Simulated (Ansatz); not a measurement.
# Hf2NF2 MXene monolayer in a perpendicular field, part 2 of 3

Aim: how the Hf2NF2 MXene monolayer screens a field along its normal, and what the field does to its bands. A positive field points along +c.

Ansatz 0.2.0; plane-wave DFT, PBE-D3(BJ), Ansatz PAW (the session's first sound run).

So far. Step 2 (Relaxation): The lattice constant a goes from 3.217 to 3.184 Å.

## (3) Single point, field 0, start network

A sawtooth potential applies the field, turning back in the middle of the vacuum. With the dipole correction the typed value is the field outside the slab. The induced dipole is small, so the SCF threshold is tight.

The cell differs from the one that the last finished run ended in (c 40.384 → 23.182 Å).

File input.yaml:

```yaml
crystal:
  lattice:
    - [3.184187966, 0.0, 0.0]
    - [-1.592093983, 2.757587669, 0.0]
    - [0.0, 0.0, 23.1815031153]
  atoms:
    - { symbol: F, position: [0.3333333333, 0.6666666667, 0.3882405707] }
    - { symbol: Hf, position: [0.6666666667, 0.3333333333, 0.4478793199] }
    - { symbol: "N", position: [0.0, 0.0, 0.5] }
    - { symbol: Hf, position: [0.3333333333, 0.6666666667, 0.5521206801] }
    - { symbol: F, position: [0.6666666667, 0.3333333333, 0.6117594293] }
kpoints:
  mp_grid: { grid: [18, 18, 1] }
  band_path:
    path: [[0, 0, 0], [0.5, 0, 0], [0.33333333, 0.33333333, 0], [0, 0, 0]]
    npoints: 16
hamiltonian:
  xc: pbe
  dispersion: d3bj
scf:
  occupations: { method: fermi_dirac, width: 0.05 }
  convergence: { dr2_threshold: 1.0e-10 }
efield:
  axis: 3
  dipole_correction: true
  ramp_position: 0.97
  ramp_width: 0.06
  amplitude: 0
output:
  dos: { projected: true, e_range: [-6, 5] }
  bader: true
  write_potential: true
  write_density: true
  volumetric_format: npy
  elf: true
```

The run is started by

```sh
$ ansatz run input.yaml --threads 4 --pin off --max-ram 6144MiB --backend cpu --events-out ev --progress --plain --runs-dir out
```

Numbers of over 12 decimals in the logs are rounded to 6 here.

The log of the run:

```text
[...]
Crystal: 5 atoms, lattice volume = 203.549 Å³
Basis set: ecut = 420 eV, 4013 PW (Γ)
Bands: 43, of which v1, the nominal top of the filled ones, is band 36 counted from 1 (35 counted from 0)
Symmetry: 6 space group operations
k-points: 37 of 324 (time reversal used)
[...]
SCF iter   1: F=—  HF=-33450.137503 eV  |F-HF|=—  |Δ(HF+E_count)|=         —  Δρ=4.37e-3  dr2=3.82e-2  ethr=1.77e-3  p=0.000 e·Å  D=1.28e-13 V/Å  ΔV_dip=-0.00 eV  dr2_dipole=6.38e-9  V_vac-E_F(+/−)=3.49/3.49 eV  ⟨swp⟩=7.6  Hψ=6775  notcnv=0  defer=1
efield: sawtooth ramp at fractional position 0.9700 (set: `efield.ramp_position`, or a place that a band, a saddle search or an elastic batch's reference lends), width 0.0600; the density the first Hamiltonian is built on has a dipole p = 0.000 e·Å; the dipole correction subtracts the counter field D = 1.28e-13 V/Å, which shifts the + side's vacuum level by -0.00 eV against the − side's; the planar-averaged density in the ramp window peaks in size at 1.2e-5 e/Å³
[...]
SCF iter   2: F=—  HF=-33450.137966 eV  |F-HF|=—  |Δ(HF+E_count)|=   4.63e-4  Δρ=4.08e-3  dr2=1.87e-2  ethr=5.38e-5  p=-0.000 e·Å  D=-7.09e-6 V/Å  ΔV_dip=0.00 eV  dr2_dipole=2.98e-9  V_vac-E_F(+/−)=3.33/3.33 eV  ⟨swp⟩=3.0  Hψ=3818  notcnv=0  defer=40
[...]
SCF iter  10: F=-33450.133319 eV  HF=-33450.133319 eV  |F-HF|=2.47e-10  |Δ(HF+E_count)|=  6.55e-11  Δρ=1.77e-7  dr2=3.14e-11  ethr=1.00e-12  p=-0.000 e·Å  D=-4.84e-9 V/Å  ΔV_dip=0.00 eV  dr2_dipole=5.82e-15  V_vac-E_F(+/−)=3.37/3.37 eV  ⟨swp⟩=9.2  Hψ=6769  notcnv=0
SCF 1 converged in 10 iterations: F = -33450.133319 eV  dr2 = 3.14e-11
[...]
NSCF: frozen V_eff on 49 k-points
efield: sawtooth ramp at fractional position 0.9700 (kept from the solve that this one continues, or follows in the run), width 0.0600; the density the first Hamiltonian is built on has a dipole p = -0.000 e·Å; the dipole correction subtracts the counter field D = -4.84e-9 V/Å, which shifts the + side's vacuum level by +0.00 eV against the − side's; the planar-averaged density in the ramp window peaks in size at 3.1e-7 e/Å³
[...]
SCF converged after 10 iterations
Free energy (F): -33450.133319 eV
[...]
Internal energy: -33450.121554 eV  (E = F + TS)
E sigma→0 (E₀):  -33450.127436 eV
Entropy (-TS):   -0.011765 eV (-2.353 meV/atom)
Fermi energy:    3.392414 eV
Dipole field:    D = 0.000000 V/Å  (p = 0.000000 e·Å, saw-weighted, corrected)
Work function:   Φ+ = 3.3732 eV   Φ− = 3.3732 eV
Levels:          The Fermi level and band energies are counted from a zero that moves with the ramp; work functions are not
[...]
--- Band table (eV; the first three rows and the last of 37) ---
  k-point 0: bands = [... 32 lower, -2.3056, -2.3056, 2.9826, 3.0761, 3.0761, 3.5438, 4.4447, 5.4592, ... 3 higher]
  k-point 1: bands = [... 32 lower, -2.4013, -2.3215, 2.8657, 3.0229, 3.1521, 3.6829, 4.6160, 5.1662, ... 3 higher]
  k-point 2: bands = [... 32 lower, -2.6381, -2.3623, 2.4299, 3.1193, 3.3765, 4.0476, 4.7430, 5.1278, ... 3 higher]
  k-point 36: bands = [... 32 lower, -3.4255, -2.7972, 3.2220, 3.5574, 3.5574, 5.3306, 6.4911, 6.4911, ... 3 higher]
--- Bader charges: 5 sites ---
  site symbol  charge [e]  shift [e]
     0      F     -0.7962     0.0005
     1     Hf      1.8118     0.0030
     2      N     -2.0311     0.0051
     3     Hf      1.8118     0.0030
     4      F     -0.7962     0.0005
  estimated error of the sums over rays = 6.2e-4 e
```

The job ended after 17 s (4 threads of Intel Xeon Platinum 8488C (Sapphire Rapids), shared host; peak memory 0.78 GiB; 67 s of CPU time).

Reading the cycles: dr2 is the Hartree energy of the density residual (eV), the measure of convergence; HF is the Harris–Foulkes estimate of the energy, which meets the free energy F at convergence.

This step gave:

```
energy at zero smearing   : -33450.1274 eV
work function, upper face : 3.373 eV
dipole along the normal   : 1.09e-7 e·Å
```

Running mean over a fixed 2.8 Å (it still follows the layers) of the planar mean; the ramp of the sawtooth is left out. Electron's electrostatic potential energy less the Fermi level against z:

z (Å), electron's electrostatic potential energy less the Fermi level (eV) and a bar from the least value:
```
      3.0        3.4 ##############################
      3.5        3.4 ##############################
      4.0        3.4 ##############################
      4.5        3.4 ##############################
      5.0        3.4 ##############################
      5.5        3.4 ##############################
      6.0        3.4 ##############################
      6.5        3.3 ##############################
      7.0        3.2 ##############################
      7.5        2.1 ############################
      8.0        0.2 ########################
      8.5       -2.1 ####################
      9.0       -5.3 ##############
      9.5       -8.5 ########
     10.0      -10.7 ####
     10.5      -11.6 ##
     11.0      -12.3 #
     11.5      -12.8 
     12.0      -12.6 
     12.5      -11.9 ##
     13.0      -11.1 ###
     13.5       -9.4 ######
     14.0       -6.5 ############
     14.5       -3.2 ##################
     15.0       -0.5 #######################
     15.5        1.5 ##########################
     16.0        3.0 #############################
     16.5        3.3 ##############################
     17.0        3.4 ##############################
     17.5        3.4 ##############################
     18.0        3.4 ##############################
     18.5        3.4 ##############################
     19.0        3.4 ##############################
     19.5        3.4 ##############################
     20.0        3.4 ##############################
```

The density of states has structure finer than the step of the table below, so its rows give means over 0.25 eV, whole bins alone (the curve runs from -6 to 1.99 eV). Peaks (eV: height): -5.860: 6.93, -1.400: 2.49, -0.650: 2.75, 1.220: 5.14, 1.530: 4.84, 1.610: 6.77, 1.910: 9.12.

Density of states against energy, zero at the Fermi level; means over each step:

energy (eV), density of states (states/eV a cell) and a bar:
```
    -5.75       1.99 ###########
    -5.50       0.00 
    -5.25       0.00 
    -5.00       0.00 
    -4.75       0.00 
    -4.50       0.00 
    -4.25       0.00 
    -4.00       0.00 
    -3.75       0.00 
    -3.50       0.00 
    -3.25       0.26 #
    -3.00       0.70 ####
    -2.75       0.76 ####
    -2.50       0.79 ####
    -2.25       0.85 #####
    -2.00       0.92 #####
    -1.75       1.24 #######
    -1.50       1.04 ######
    -1.25       0.57 ###
    -1.00       0.42 ##
    -0.75       1.10 ######
    -0.50       1.50 ########
    -0.25       1.45 ########
     0.00       1.24 #######
     0.25       1.17 ######
     0.50       1.12 ######
     0.75       1.21 #######
     1.00       1.66 #########
     1.25       2.87 ################
     1.50       3.58 ####################
     1.75       5.42 ##############################
```

Projected DOS per atom over height of the atomic layer and energy from the Fermi level. Layers: F Hf N Hf F from below.

Values in states/eV, 22 rows by 5 columns, each cell a mean:
```
0.17 2.10 0.44 2.10 0.17
0.12 1.43 0.26 1.43 0.12
0.07 0.87 0.28 0.87 0.07
0.04 0.49 0.12 0.49 0.04
0.04 0.48 0.09 0.48 0.04
0.04 0.53 0.06 0.53 0.04
0.05 0.69 0.06 0.69 0.05
0.03 0.47 0.04 0.47 0.03
0.01 0.20 0.02 0.20 0.01
0.03 0.37 0.04 0.37 0.03
0.04 0.48 0.05 0.48 0.04
0.03 0.37 0.03 0.37 0.03
0.03 0.34 0.02 0.34 0.03
0.03 0.32 0.01 0.32 0.03
0.01 0.11 0.00 0.11 0.01
0.00 0.00 0.00 0.00 0.00
0.00 0.00 0.00 0.00 0.00
0.00 0.00 0.00 0.00 0.00
0.00 0.00 0.00 0.00 0.00
0.00 0.00 0.00 0.00 0.00
0.00 0.00 0.00 0.00 0.00
0.18 0.34 1.76 0.34 0.18
```
Columns: height of the atomic layer (Å) from 9 to 14.2 (not evenly spaced); rows upwards: energy from the Fermi level (eV) from -5.96 to 1.96.

Electronic bands along the path, in eV, zero at the Fermi level:

```csv
point,band 32,band 33,band 34,band 35,band 36,band 37,band 38,band 39
Γ,-6.44,-5.70,-5.70,-0.41,-0.32,-0.32,0.15,1.05
halfway,-6.56,-6.33,-5.85,-2.18,0.29,1.10,1.23,1.67
M,-6.93,-6.09,-5.82,-3.25,1.22,2.66,2.87,3.25
halfway,-6.89,-6.39,-6.15,-2.21,1.28,1.35,1.98,3.01
K,-6.82,-6.82,-6.19,-0.17,0.17,0.17,1.94,3.10
halfway,-6.59,-6.33,-6.14,-1.61,-0.88,1.66,1.76,2.14
Γ,-6.44,-5.70,-5.70,-0.41,-0.32,-0.32,0.15,1.05
```

Electrostatic potential energy in the ca plane at fractional y = 0.333, with atoms of Hf and F within 0.2 Å of it. With pseudopotentials it is smooth inside the atoms' cores, unlike the true potential.

Values in eV, 5 rows by 16 columns, each cell a mean:
```
  7   7   7   7   7   5  -5 -29 -10   0  -3 -10   6   7   7   7
  7   7   7   7   7   5 -12 -35 -18   2  -8 -33   5   7   7   7
  7   7   7   7   7   5  -5 -29 -10   0  -3 -11   6   7   7   7
  7   7   7   7   7   6   2  -4   0  -8  -8   3   6   7   7   7
  7   7   7   7   7   6   2  -3   0  -8  -8   3   6   7   7   7
```
Columns run along c (16.0 Å, from fractional 0.13 to 0.82 of the cell; values clipped at the 3rd and 97th percentile), rows up along a (3.2 Å). Atoms in or near the plane, at fractional coordinates: Hf at (0.45, 0.67), F at (0.61, 0.67).

Valence density in the ca plane at fractional y = 0.333, with atoms of Hf and F within 0.2 Å of it. It is the smooth field of the valence electrons, not physical close to the nuclei.

Values in e/Å³, 5 rows by 16 columns, each cell a mean:
```
 0  0  0  0  0  0  0  0  4  3  0  0  2  0  0  0
 0  0  0  0  0  0  0  0 16  9  0  0  7  1  0  0
 0  0  0  0  0  0  0  0  5  3  0  0  2  0  0  0
 0  0  0  0  0  0  0  0  0  0  1  1  0  0  0  0
 0  0  0  0  0  0  0  0  0  0  1  1  0  0  0  0
```
Columns run along c (16.0 Å, from fractional 0.07 to 0.76 of the cell), rows up along a (3.2 Å). Atoms in or near the plane, at fractional coordinates: Hf at (0.45, 0.67), F at (0.61, 0.67).

ELF in the ca plane at fractional y = 0.333, with atoms of Hf and F within 0.2 Å of it. It is the smooth field of the valence electrons, not physical close to the nuclei.

Values, 5 rows by 16 columns, each cell a mean:
```
0.00 0.00 0.00 0.00 0.00 0.00 0.03 0.09 0.54 0.40 0.26 0.15 0.67 0.50 0.05 0.00
0.00 0.00 0.00 0.00 0.00 0.00 0.00 0.11 0.77 0.64 0.27 0.28 0.68 0.67 0.08 0.00
0.00 0.00 0.00 0.00 0.00 0.00 0.04 0.11 0.55 0.40 0.25 0.17 0.66 0.50 0.05 0.00
0.00 0.00 0.00 0.00 0.00 0.01 0.17 0.39 0.15 0.34 0.33 0.25 0.14 0.09 0.00 0.00
0.00 0.00 0.00 0.00 0.00 0.01 0.17 0.40 0.14 0.35 0.33 0.24 0.12 0.07 0.00 0.00
```
Columns run along c (16.0 Å, from fractional 0.07 to 0.76 of the cell), rows up along a (3.2 Å). Atoms in or near the plane, at fractional coordinates: Hf at (0.45, 0.67), F at (0.61, 0.67).

The work function of the upper face is 3.37 eV.

## (4) Atoms held, field 0.05 V/Å

input.yaml, as its differences from that of step 3:

```diff
@@ -27,6 +27,4 @@
   ramp_width: 0.06
-  amplitude: 0
+  amplitude: 0.05
 output:
-  dos: { projected: true, e_range: [-6, 5] }
-  bader: true
   write_potential: true
@@ -34,2 +32 @@
   volumetric_format: npy
-  elf: true
```

The log of the run:

```text
[...]
Crystal: 5 atoms, lattice volume = 203.549 Å³
Basis set: ecut = 420 eV, 4013 PW (Γ)
Bands: 43, of which v1, the nominal top of the filled ones, is band 36 counted from 1 (35 counted from 0)
Symmetry: 6 space group operations
k-points: 37 of 324 (time reversal used)
[...]
k-point 0: bands = [... 32 lower, -2.3057, -2.3057, 2.9824, 3.0760, 3.0760, 3.5433, 4.4445, 5.4562, ... 3 higher]
  k-point 1: bands = [... 32 lower, -2.4014, -2.3215, 2.8655, 3.0227, 3.1520, 3.6824, 4.6156, 5.1655, ... 3 higher]
  k-point 2: bands = [... 32 lower, -2.6382, -2.3624, 2.4298, 3.1192, 3.3763, 4.0468, 4.7426, 5.1276, ... 3 higher]
  k-point 36: bands = [... 32 lower, -3.4229, -2.7973, 3.2219, 3.5566, 3.5580, 5.3305, 6.4886, 6.4934, ... 3 higher]
[key lines of the parts left out:]
SCF converged after 13 iterations
Free energy (F): -33450.133653 eV
Fermi energy:    3.392287 eV
Dipole field:    D = 0.011895 V/Å  (p = 0.013381 e·Å, saw-weighted, corrected)
```

Run time: 10 s. Hardware: 4 threads; peak memory 0.76 GiB; 39 s of CPU time.

The dipole is 0.0134 e·Å.

## (5) Atoms held, field -0.05 V/Å

input.yaml, as its differences from that of step 4:

```diff
@@ -27,3 +27,3 @@
   ramp_width: 0.06
-  amplitude: 0.05
+  amplitude: -0.05
 output:
```

The log of the run:

```text
[...]
Crystal: 5 atoms, lattice volume = 203.549 Å³
Basis set: ecut = 420 eV, 4013 PW (Γ)
Bands: 43, of which v1, the nominal top of the filled ones, is band 36 counted from 1 (35 counted from 0)
Symmetry: 6 space group operations
k-points: 37 of 324 (time reversal used)
[...]
k-point 0: bands = [... 32 lower, -2.3057, -2.3057, 2.9824, 3.0760, 3.0760, 3.5433, 4.4445, 5.4562, ... 3 higher]
  k-point 1: bands = [... 32 lower, -2.4014, -2.3215, 2.8655, 3.0227, 3.1520, 3.6824, 4.6156, 5.1655, ... 3 higher]
  k-point 2: bands = [... 32 lower, -2.6382, -2.3624, 2.4298, 3.1192, 3.3763, 4.0468, 4.7426, 5.1276, ... 3 higher]
  k-point 36: bands = [... 32 lower, -3.4229, -2.7973, 3.2219, 3.5566, 3.5580, 5.3305, 6.4886, 6.4934, ... 3 higher]
[key lines of the parts left out:]
SCF converged after 13 iterations
Free energy (F): -33450.133653 eV
Fermi energy:    3.392287 eV
Dipole field:    D = -0.011895 V/Å  (p = -0.013381 e·Å, saw-weighted, corrected)
```

Run time: 10 s. Hardware: 4 threads; peak memory 0.76 GiB; 39 s of CPU time.

The dipole is -0.0134 e·Å.

## (6) Single point, field 0.1 V/Å

input.yaml, as its differences from that of step 5:

```diff
@@ -25,5 +25,5 @@
   dipole_correction: true
-  ramp_position: 0.97
-  ramp_width: 0.06
-  amplitude: -0.05
+  ramp_position: 0.9254
+  ramp_width: 0.1493
+  amplitude: 0.1
 output:
```

The log of the run:

```text
[...]
Crystal: 5 atoms, lattice volume = 203.549 Å³
Basis set: ecut = 420 eV, 4013 PW (Γ)
Bands: 43, of which v1, the nominal top of the filled ones, is band 36 counted from 1 (35 counted from 0)
Symmetry: 6 space group operations
k-points: 37 of 324 (time reversal used)
[...]
k-point 0: bands = [... 32 lower, -2.3061, -2.3061, 2.9819, 3.0755, 3.0755, 3.5416, 4.4436, 5.4465, ... 3 higher]
  k-point 1: bands = [... 32 lower, -2.4018, -2.3219, 2.8651, 3.0222, 3.1516, 3.6805, 4.6144, 5.1634, ... 3 higher]
  k-point 2: bands = [... 32 lower, -2.6385, -2.3628, 2.4293, 3.1186, 3.3759, 4.0445, 4.7415, 5.1269, ... 3 higher]
  k-point 36: bands = [... 32 lower, -3.4207, -2.7978, 3.2214, 3.5555, 3.5582, 5.3301, 6.4856, 6.4954, ... 3 higher]
[key lines of the parts left out:]
SCF converged after 13 iterations
Free energy (F): -33450.134657 eV
Fermi energy:    3.391801 eV
Dipole field:    D = 0.023795 V/Å  (p = 0.026766 e·Å, saw-weighted, corrected)
```

Wall time 14 s (4 threads); peak memory 0.76 GiB; 53 s of CPU time.

The dipole is 0.0268 e·Å.

## (7) Atoms held, field 0.2 V/Å

input.yaml, as its differences from that of step 6:

```diff
@@ -27,3 +27,3 @@
   ramp_width: 0.1493
-  amplitude: 0.1
+  amplitude: 0.2
 output:
```

The log of the run:

```text
[...]
Crystal: 5 atoms, lattice volume = 203.549 Å³
Basis set: ecut = 420 eV, 4013 PW (Γ)
Bands: 43, of which v1, the nominal top of the filled ones, is band 36 counted from 1 (35 counted from 0)
Symmetry: 6 space group operations
k-points: 37 of 324 (time reversal used)
[...]
k-point 0: bands = [... 32 lower, -2.3074, -2.3074, 2.9799, 3.0739, 3.0739, 3.5348, 4.4401, 5.3976, ... 3 higher]
  k-point 1: bands = [... 32 lower, -2.4031, -2.3232, 2.8634, 3.0203, 3.1499, 3.6733, 4.6091, 5.1535, ... 3 higher]
  k-point 2: bands = [... 32 lower, -2.6398, -2.3642, 2.4277, 3.1168, 3.3743, 4.0353, 4.7365, 5.1243, ... 3 higher]
  k-point 36: bands = [... 32 lower, -3.4167, -2.7994, 3.2197, 3.5524, 3.5579, 5.3286, 6.4790, 6.4985, ... 3 higher]
[key lines of the parts left out:]
SCF converged after 13 iterations
Free energy (F): -33450.138673 eV
Fermi energy:    3.390067 eV
Dipole field:    D = 0.047619 V/Å  (p = 0.053566 e·Å, saw-weighted, corrected)
```

It took 18 s on 4 threads; peak memory 0.75 GiB.

The dipole is 0.0536 e·Å.

## (8) Single point, field 0.3 V/Å

input.yaml, as its differences from that of step 7:

```diff
@@ -25,6 +25,8 @@
   dipole_correction: true
-  ramp_position: 0.9254
-  ramp_width: 0.1493
-  amplitude: 0.2
+  ramp_position: 0.9223
+  ramp_width: 0.1555
+  amplitude: 0.3
 output:
+  dos: { projected: true, e_range: [-6, 5] }
+  bader: true
   write_potential: true
@@ -32 +34,2 @@
   volumetric_format: npy
+  elf: true
```

The log of the run:

```text
[...]
Crystal: 5 atoms, lattice volume = 203.549 Å³
Basis set: ecut = 420 eV, 4013 PW (Γ)
Bands: 43, of which v1, the nominal top of the filled ones, is band 36 counted from 1 (35 counted from 0)
Symmetry: 6 space group operations
k-points: 37 of 324 (time reversal used)
[...]
k-point 36: bands = [... 32 lower, -3.4137, -2.8022, 3.2168, 3.5482, 3.5564, 5.3261, 6.4711, 6.5002, ... 3 higher]
--- Bader charges: 5 sites ---
  site symbol  charge [e]  shift [e]
     0      F     -0.8024     0.0004
     1     Hf      1.8015     0.0030
     2      N     -2.0311     0.0051
     3     Hf      1.8222     0.0030
     4      F     -0.7902     0.0005
  estimated error of the sums over rays = 6.5e-4 e
[key lines of the parts left out:]
SCF converged after 13 iterations
Free energy (F): -33450.145372 eV
Fermi energy:    3.387022 eV
Dipole field:    D = 0.071508 V/Å  (p = 0.080438 e·Å, saw-weighted, corrected)
```

It took 27 s on 4 threads; peak memory 0.76 GiB.

The dipole is 0.0804 e·Å.

(Part 2 of 3 ends here.)

[Logs are printed without paths, hosts, clocks, repeated set-up lines and the standing remarks that a program may print on its own settings, such as how far it seeks lower states.]

[Hosts, paths, dates, database ids (printed as entryN), source tags and the programs' standing remarks are cut or masked in the printed files.]

[Maps of the electrostatic potential energy from Ansatz leave out the sawtooth potential of an applied field or a dipole correction, so their vacuum need not be flat; planar profiles and work functions include it.]
